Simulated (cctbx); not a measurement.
# Diagnosing a refinement

Cell a = 6.9910 Å, b = 6.9910 Å, c = 12.9560 Å, α = 90.00°, β = 90.00°, γ = 90.00°; space group P4_12_12 (no. 92). The compound is Y2Ti3Si4.

Simulated single-crystal data (cctbx): Mo Kα, λ = 0.71073 Å, to d = 0.84 Å, 50 % of the full sphere, strongest reflection 70000 counts, noise from counting, a 6 % proportional error and a noise floor of 2 counts (s.d.); no absorption.

An anisotropic refinement with weights 1/σ² prints:

```text
Rint 0.046, 565 unique reflections to 0.84 A
cycle     R1     wR2    GooF  max shift (A)
   1  0.3646  0.7181  19.310   0.02669
   3  0.1138  0.3116   8.378   0.00019
final R1 0.1138 wR2 0.3116 GooF 8.378  parameters 41  data/parameter 13.8
atom        x        y        z      Ueq    occ   su(xyz)  su(Uiso or U11)
Y1     0.01343  0.34299  0.53579  -0.0016  1.000  0.00029  0.0013  NPD
Ti1    0.82728  0.17272  0.75000  -0.0021  1.000  0.00053  0.0018  NPD
Si1    0.99284  0.15357  0.12349  -0.0188  1.000  0.00061  0.0022  NPD
Si2    0.13845  0.19354  0.32323  -0.0018  1.000  0.00083  0.0025  NPD
Ti2    0.96175  0.27096  0.93565   0.0272  1.000  0.00083  0.0031
difference map: max 10.54 min -4.78 rms 1.28
Q1    0.0126  0.3436  0.5444    8   10.85  0.11 A from Y1
Q2    0.9929  0.1562  0.1193    8   10.46  0.06 A from Si1
Q3    0.1556  0.1968  0.3121    8    4.12  0.19 A from Si2
Q4    0.1503  0.8497  0.2500    4    3.83  0.22 A from Ti1
Q5    0.0441  0.7331  0.4408    8    2.42  0.08 A from Ti2
Q6    0.0182  0.8294  0.5090    8    1.52  1.19 A from Ti2
```

Q: Accept it or mend it, and why?

Mend it. The fault: elements exchanged: Ti2 is Si and Si1 is Ti. Against the right model at the same level, R1 goes from 0.0143 to 0.1138 and GooF from 0.93 to 8.38, U of Si1 shrinks from 0.0095 to -0.0188 Å², U of Ti1 shrinks from 0.0081 to -0.0021 Å², U of Si2 shrinks from 0.0062 to -0.0018 Å², U of Y1 shrinks from 0.0058 to -0.0016 Å², the top difference peak, 10.8 e/Å³, lies on Y1 and Y1, Ti1, Si1 and Si2 go non-positive-definite. Ti2 has 8 electrons too many and its U swells to shed them, as expected; Si1 has 8 electrons too few and its U shrinks to make up, as expected.

The compound is Y2Ti3Si4. The right model at the same level gives:

```text
Rint 0.046, 565 unique reflections to 0.84 A
cycle     R1     wR2    GooF  max shift (A)
   1  0.0193  0.0593   1.593   0.00299
   2  0.0143  0.0344   0.926   0.00000
final R1 0.0143 wR2 0.0344 GooF 0.926  parameters 41  data/parameter 13.8
atom        x        y        z      Ueq    occ   su(xyz)  su(Uiso or U11)
Y1     0.01340  0.34280  0.53639   0.0058  1.000  0.00003  0.0001
Ti1    0.82673  0.17327  0.75000   0.0081  1.000  0.00007  0.0002
Ti2    0.99294  0.15386  0.12359   0.0095  1.000  0.00006  0.0002
Si1    0.13967  0.19450  0.32163   0.0062  1.000  0.00009  0.0003
Si2    0.95996  0.27126  0.93715   0.0079  1.000  0.00009  0.0003
Flack x: -0.010(4)
Hooft y: -0.010(7)  Bijvoet pairs: 192
difference map: max 0.51 min -0.48 rms 0.10
Q1    0.0036  0.3463  0.6117    8    0.52  0.98 A from Y1
Q2    0.0020  0.3620  0.2870    8    0.47  1.41 A from Y1
Q3    0.0096  0.1616  0.5565    8    0.34  1.29 A from Y1
Q4    0.9969  0.3428  0.1159    8    0.31  1.32 A from Ti2
Q5    0.0021  0.1566  0.6938    8    0.28  1.36 A from Si1
Q6    0.0422  0.9578  0.2500    4    0.28  1.30 A from Ti1
```

This is a model crystal, built by substitution and not relaxed, with assumed displacement parameters.

[Middle refinement cycles are left out of these outputs.]

[Logs are printed without paths, hosts, clocks, repeated set-up lines and the standing remarks that a program may print on its own settings, such as how far it seeks lower states.]
